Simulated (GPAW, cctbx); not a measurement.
## Reading charge transfer from structure factors

Hf2CuSn2Os, P3m1 (no. 156), a = 4.5034 Å, b = 4.5034 Å, c = 6.6396 Å, α = 90.00°, β = 90.00°, γ = 120.00°.

```csv
atom,mult.,x,y,z
Os1,1,0,0,0.8180
Hf1,1,2/3,1/3,0.9819
Hf2,1,2/3,1/3,0.5032
Sn1,1,1/3,2/3,0.7357
Sn2,1,0,0,0.2330
Cu1,1,1/3,2/3,0.3275
```

The cell comes from substitution in a known structure type and wasn't matched to any measured phase.

Absolute values of the static structure factors of the conventional cell from DFT (PBE, GPAW) against free spherical atoms, in electrons:

| hkl | d (Å) | free atoms | crystal |
| --- | --- | --- | --- |
| 001 | 6.640 | 54.65 | 54.91 |
| 100 | 3.900 | 54.38 | 54.50 |
| 101 | 3.363 | 54.42 | 54.63 |
| 1 0 -1 | 3.363 | 31.73 | 31.79 |
| 002 | 3.320 | 69.28 | 69.65 |
| 102 | 2.528 | 211.93 | 211.66 |
| 1 0 -2 | 2.528 | 168.28 | 167.81 |
| 110 | 2.252 | 281.64 | 280.94 |
| 003 | 2.213 | 43.21 | 43.19 |
| 111 | 2.132 | 47.04 | 47.04 |

**Question.** Which way does charge move, and which reflections show it best?

Project each element's phase sum on the total phase. |F| rises if density moves to atoms that scatter in phase and falls if it moves to atoms that scatter against it; the rule is for low angles, since changes of shape take over beyond. Where all elements are in phase the terms compete, and the compactness of the donor's and the acceptor's density matters too.

| hkl | Os in phase | Hf in phase | Sn in phase | Cu in phase | change (e) | (%) |
| --- | --- | --- | --- | --- | --- | --- |
| 001 | +1.0 | +0.1 | 0.0 | -1.0 | +0.25 | +0.5 |
| 100 | +0.2 | +1.4 | -0.7 | -1.0 | +0.12 | +0.2 |
| 101 | +0.7 | -0.1 | +0.6 | -0.3 | +0.22 | +0.4 |
| 1 0 -1 | +0.1 | +0.1 | -0.1 | +0.9 | +0.06 | +0.2 |
| 002 | +0.9 | -0.4 | +0.2 | +1.0 | +0.37 | +0.5 |
| 102 | +1.0 | +2.0 | +1.0 | -0.5 | -0.27 | -0.1 |
| 1 0 -2 | -0.1 | +1.9 | +0.9 | +1.0 | -0.47 | -0.3 |
| 110 | +1.0 | +2.0 | +2.0 | +1.0 | -0.70 | -0.2 |

Low-angle reflections that set elements apart and change by more than 0.05 e: 001, 100, 101, 1 0 -1, 002, 102 and 1 0 -2. The signs fit a gain of density on Os, Sn and Cu and a loss on Hf, apart from 100. The best witness is 002, +0.5 %, where Os enters with +0.9. The real-space density agrees: Voronoi charges Os -0.34, Hf +0.21, Sn -0.02, Cu -0.05 e. The shortest bond, Os–Sn, has Δρ = +0.05 e/Å³ at its midpoint.

[Outputs are excerpts: Python notices, other lines and further rows are left out; steps that failed or that the build refused (PBEsol, TPSS) are not shown.]

[Logs are printed without paths, hosts, clocks, repeated set-up lines and the standing remarks that a program may print on its own settings, such as how far it seeks lower states.]
